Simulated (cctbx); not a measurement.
# Dy2Al9PdRh2: precision against data quality

Space group Cmcm (no. 63), a = 13.1580 Å, b = 7.7190 Å, c = 9.4360 Å, α = 90.00°, β = 90.00°, γ = 90.00°.

| atom | mult. | x | y | z | Ueq (Å²) |
| --- | --- | --- | --- | --- | --- |
| Dy1 | 8 | 0.6651 | 0.6676 | 1/4 | 0.0030 |
| Pd1 | 4 | 0 | 0 | 0 | 0.0040 |
| Rh1 | 8 | 0.6727 | 0 | 0 | 0.0038 |
| Al1 | 8 | 0.4010 | 0.0596 | 1/4 | 0.0062 |
| Al2 | 8 | 1/2 | 0.8312 | 0.4576 | 0.0063 |
| Al3 | 16 | 0.6649 | 0.6766 | 0.5756 | 0.0055 |
| Al4 | 4 | 1/2 | 0.3687 | 1/4 | 0.0059 |

The model was made for the exercise: a known structure type with other elements put in, its volume estimated, not relaxed; displacement parameters are assumed.

Five simulated data sets (cctbx; Ag Kα, λ = 0.56087 Å; 1.5 % proportional error) differ in resolution or exposure (noise floor 15 counts in the first three, 8 in the last two). Each is refined with the right model, isotropic at 1.1 Å and anisotropic otherwise. How do the figures of merit and the uncertainties move?

```csv
d min (Å),top counts,"⟨I/σ⟩ (unmerged, absences included)",unique,param. (scale apart),Rint,R1,GooF,largest s.u. xyz (fractional),s.u. U of Al1 (Å²),largest error (Å)
1.1,40000,11.1,215,18,0.019,0.0066,0.91,0.00029,0.0004,0.0042
0.84,40000,10.2,475,40,0.020,0.0082,0.99,0.00018,0.0005,0.0019
0.6,40000,8.0,1256,40,0.026,0.0105,0.93,0.00012,0.0003,0.0008
0.75,300,0.5,654,40,0.452,0.0951,0.97,0.00473,0.0111,0.0213
0.75,3000,2.7,654,40,0.083,0.0300,0.97,0.00070,0.0016,0.0069
```

The number of reflections grows roughly as 1/d³: 215, 475 and 1256 here. R1 follows the noise rather than the truth: at 300 counts it is 0.0951, at 3000 counts 0.0300, while GooF is 0.97 and 0.97: the weights 1/σ² carry the noise. The s.u. of U (U11 where anisotropic) for Al1 goes 0.0004, 0.0005, 0.0003 Å² with resolution and 0.0111, 0.0016 Å² with exposure.

Hardware for the 0.6 Å refinement: 0.6 s on 1 thread of Arm Neoverse N1 (shared host), peak memory 0.09 GiB.

[Logs are printed without paths, hosts, clocks, repeated set-up lines and the standing remarks that a program may print on its own settings, such as how far it seeks lower states.]
